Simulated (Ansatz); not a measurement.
## TiTe2 (1H sheet): how robust is the cRPA U?

Aim: hold the target of a cRPA run on TiTe2 (1H sheet) and move one thing at a time.

Program: Ansatz 0.2.0. Level of theory: constrained RPA on PBE, plane waves, PAW. Results are calculated unless marked as measured.

Most raw output is cut from this account.

In doubt: RPA on norm-conserving files with a d shell is listed as unsure (step 7), so the values of those runs are not to be relied on.

## Step 1: Starting point

The cell holds 3 atoms: 1 Ti and 2 Te. Its edges and angles: a = 3.760 Å, b = 3.760 Å, c = 30.970 Å, α = 90.0°, β = 90.0°, γ = 120.0°. Vacuum lies along c.

The structure was relaxed with PBE. The structure was generated from a model, not taken from a measurement. The runs that relaxed it are not among those shown. The program's search for lower electronic states was switched off, so nothing shows that the state found is the lowest. Spin-orbit coupling is left out unless a step names it. The default PAW set here is soft_2. Its files were made with PBE. The Coulomb interaction is cut off across the vacuum.

## Step 2: Base: Ti d, bands c1 to c5, 6×6×1 mesh, medium accuracy

Constrained RPA screens the interaction with every transition except those inside the target bands, which a later many-body model would treat itself.

The input, input.yaml:

```yaml
crystal:
  lattice:
    - [-3.25615346, 1.87994108, 0.0]
    - [0.0, -3.75988216, 0.0]
    - [0.0, 0.0, 30.96994008]
  atoms:
    - { symbol: Ti, position: [0.0, 0.0, 0.3104064229] }
    - { symbol: Te, position: [0.3333333333, 0.6666666667, 0.3678844693] }
    - { symbol: Te, position: [0.3333333333, 0.6666666667, 0.2529283766] }
  periodic: [true, true, false]
kpoints:
  mp_grid: { grid: [6, 6, 1] }
hamiltonian:
  xc: pbe
scf:
  occupations: { method: gaussian, width: 0.08 }
  n_extra_bands: 19
  max_iter: 150
  lower_state_search: "off"
output:
  crpa:
    kmesh: [6, 6, 1]
    target_bands: [c1, c5]
    projections: [{ species: Ti, l: d, shell: 3 }]
  local_orbitals:
    kmesh: [12, 12, 1]
    orbitals: [{ species: Ti, l: d, shell: 3 }]
    window: { bands: [c1, c5] }
    seedname: lo
```

Launch:

```sh
ansatz run input.yaml --threads 8 --pin off --max-ram 14745MiB --backend cpu --events-out ev --progress --plain --runs-dir out
```

It took 3.8 min on 8 threads of Arm Neoverse V2, shared host; peak memory 3.2 GiB; 29 min of CPU time.

Numbers from this step:

- U: 1.404 eV
- U prime (inter-orbital): 0.9118 eV
- J: 0.2205 eV
- bare V: 11.32 eV
- bare J: 0.3500 eV
- stated bound on U: 0.002298 eV
- U over bare V: 0.1240
- electrons in the window: 0
- head of the constrained inverse dielectric matrix: 0.2741
- least eigenvalue of the projection's overlap: 0.3264
- target functions: 5
- bands in the sums: 54
- r.m.s. miss of the model bands: 0.002485 eV
- width of the target bands: 3.160 eV
- weight of the projected orbitals in the window: 0.6612

On the Ti d shell, screening brings the on-site interaction from 11.3 eV down to U = 1.40 eV.

## Step 3: Changed: 3×3×1 mesh

Changes to input.yaml since step 2:

```diff
@@ -21,9 +21,4 @@
   crpa:
-    kmesh: [6, 6, 1]
+    kmesh: [3, 3, 1]
     target_bands: [c1, c5]
     projections: [{ species: Ti, l: d, shell: 3 }]
-  local_orbitals:
-    kmesh: [12, 12, 1]
-    orbitals: [{ species: Ti, l: d, shell: 3 }]
-    window: { bands: [c1, c5] }
-    seedname: lo
```

Run time: 46 s. Hardware: 8 threads; peak memory 3 GiB.

This step gave:

| Item | Value |
| --- | --- |
| U | 1.235 eV |
| U prime (inter-orbital) | 0.7535 eV |
| J | 0.2068 eV |
| bare V | 11.32 eV |
| bare J | 0.3413 eV |
| stated bound on U | 0.002504 eV |
| U over bare V | 0.1090 |
| electrons in the window | 0 |
| head of the constrained inverse dielectric matrix | 0.2645 |
| least eigenvalue of the projection's overlap | 0.3264 |
| target functions | 5 |
| bands in the sums | 54 |
| width of the target bands | 3.160 eV |
| weight of the projected orbitals in the window | 0.6612 |

On the Ti d shell, screening brings the on-site interaction from 11.3 eV down to U = 1.23 eV.

## Step 4: Changed: sums over states

Changes to input.yaml since step 3:

```diff
@@ -21,4 +21,7 @@
   crpa:
-    kmesh: [3, 3, 1]
+    kmesh: [6, 6, 1]
     target_bands: [c1, c5]
     projections: [{ species: Ti, l: d, shell: 3 }]
+    accuracy: sum_over_states
+    n_empty_bands: 22
+    ecut_chi: 250
```

The job ended after 31 s (8 threads; peak memory 1.4 GiB; 3.7 min of CPU time).

This variant gives U = 1.49 eV against 1.40 eV. It is a finite sum over empty states with no bound on its error and stays out of the table below.

## Step 5: Changed: sums over states on smooth products

Changes to input.yaml since step 4:

```diff
@@ -25,3 +25,4 @@
     accuracy: sum_over_states
-    n_empty_bands: 22
-    ecut_chi: 250
+    pair_densities: pseudo
+    n_empty_bands: 44
+    ecut_chi: 136
```

It took 15 s on 8 threads; peak memory 1.4 GiB.

This variant gives U = 1.52 eV against 1.40 eV. It is a finite sum over empty states with no bound on its error and stays out of the table below.

## Step 6: Changed: strain +3%

The cell differs from the one that the last finished run ended in (a 3.760 → 3.873 Å, b 3.760 → 3.873 Å).

input.yaml, the sections that differ from step 5:

```yaml
crystal:
  lattice:
    - [-3.3538380638, 1.9363393124, 0.0]
    - [0.0, -3.8726786248, 0.0]
    - [0.0, 0.0, 30.96994008]
  atoms:
    - { symbol: Ti, position: [0.0, 0.0, 0.3104064229] }
    - { symbol: Te, position: [0.3333333333, 0.6666666667, 0.3678844693] }
    - { symbol: Te, position: [0.3333333333, 0.6666666667, 0.2529283766] }
  periodic: [true, true, false]
output:
  crpa:
    kmesh: [6, 6, 1]
    target_bands: [c1, c5]
    projections: [{ species: Ti, l: d, shell: 3 }]
  local_orbitals:
    kmesh: [12, 12, 1]
    orbitals: [{ species: Ti, l: d, shell: 3 }]
    window: { bands: [c1, c5] }
    seedname: lo
# kpoints, hamiltonian, scf: as in step 5
```

Elapsed: 4 min, on 8 threads; peak memory 3.3 GiB.

Numbers from this step:

* U: 1.643 eV
* U prime (inter-orbital): 1.132 eV
* J: 0.2271 eV
* bare V: 11.58 eV
* bare J: 0.3611 eV
* stated bound on U: 0.003181 eV
* U over bare V: 0.1419
* electrons in the window: 0
* head of the constrained inverse dielectric matrix: 0.3609
* least eigenvalue of the projection's overlap: 0.3543
* target functions: 5
* bands in the sums: 54
* r.m.s. miss of the model bands: 0.001348 eV
* width of the target bands: 2.786 eV
* weight of the projected orbitals in the window: 0.6745

On the Ti d shell, screening brings the on-site interaction from 11.6 eV down to U = 1.64 eV.

## Step 7: Changed: potentials

This step: constrained RPA on PBE, plane waves, norm-conserving pseudopotentials.

input.yaml, the sections that differ from step 6:

```yaml
crystal:
  lattice:
    - [-3.25615346, 1.87994108, 0.0]
    - [0.0, -3.75988216, 0.0]
    - [0.0, 0.0, 30.96994008]
  atoms:
    - { symbol: Ti, position: [0.0, 0.0, 0.3104064229] }
    - { symbol: Te, position: [0.3333333333, 0.6666666667, 0.3678844693] }
    - { symbol: Te, position: [0.3333333333, 0.6666666667, 0.2529283766] }
  periodic: [true, true, false]
hamiltonian:
  xc: pbe
  pseudopotentials: { kind: nc }
output:
  crpa:
    kmesh: [6, 6, 1]
    target_bands: [c1, c5]
    projections: [{ species: Ti, l: d, shell: 3 }]
# kpoints, scf: as in step 6
```

The job ended after 14 min (8 threads; peak memory 7.4 GiB).

Numbers from this step:

```yaml
u: 1.398 eV
u_prime_inter_orbital: 0.9073 eV
j: 0.2200 eV
bare_v: 11.32 eV
bare_j: 0.3500 eV
stated_bound_on_u: 0.002220 eV
u_over_bare_v: 0.1236
electrons_in_the_window: 0
head_of_the_constrained_inverse_dielectric_matrix: 0.2721
least_eigenvalue_of_the_projection_s_overlap: 0.3295
target_functions: 5
bands_in_the_sums: 54
width_of_the_target_bands: 3.171 eV
weight_of_the_projected_orbitals_in_the_window: 0.6619
```

On the Ti d shell, screening brings the on-site interaction from 11.3 eV down to U = 1.40 eV.

## Step 8: Side by side

Times are wall times on 8 threads of Arm Neoverse V2, shared host, good to a factor of about two.

| run | bare V (eV) | U (eV) | J (eV) | bound on U (eV) | width (eV) | time |
| --- | --- | --- | --- | --- | --- | --- |
| target window | 11.32 | 1.404 | 0.221 | 0.0023 | 3.16 | 3.8 min |
| 3×3×1 mesh | 11.32 | 1.235 | 0.207 | 0.0025 | 3.16 | 46 s |
| strain +3% | 11.58 | 1.643 | 0.227 | 0.0032 | 2.79 | 4 min |
| potentials | 11.32 | 1.398 | 0.220 | 0.0022 | 3.17 | 14 min |

## Step 9: Outcome

| Property | Result |
| --- | --- |
| target window | U 1.40 eV, J 0.22 eV |
| 3×3×1 mesh | U 1.23 eV, J 0.21 eV |
| strain +3% | U 1.64 eV, J 0.23 eV |
| potentials | U 1.40 eV, J 0.22 eV |

**Reading.** 3×3×1 mesh moves U by −0.17 eV at 0.20 times the time. Strain +3% moves U by +0.24 eV. Potentials moves U by −0.01 eV at 3.7 times the time. The printed bound covers the solver alone, not the mesh, and no denser mesh than the base was run. The parent state is non-magnetic and the interaction static (zero frequency); U depends on the window and the orbitals, so it belongs to this model alone.

[Paths, hosts, dates, memory and timing lines, banners, echoed tables and standing remarks are left out of the program output.]

[Logs are printed without paths, hosts, clocks, repeated set-up lines and the standing remarks that a program may print on its own settings, such as how far it seeks lower states.]

[Runs of the session that timed out or met a known fault of the program may be left out.]

[Hosts, paths, dates, database ids (printed as entryN), source tags and the programs' standing remarks are cut or masked in the printed files.]
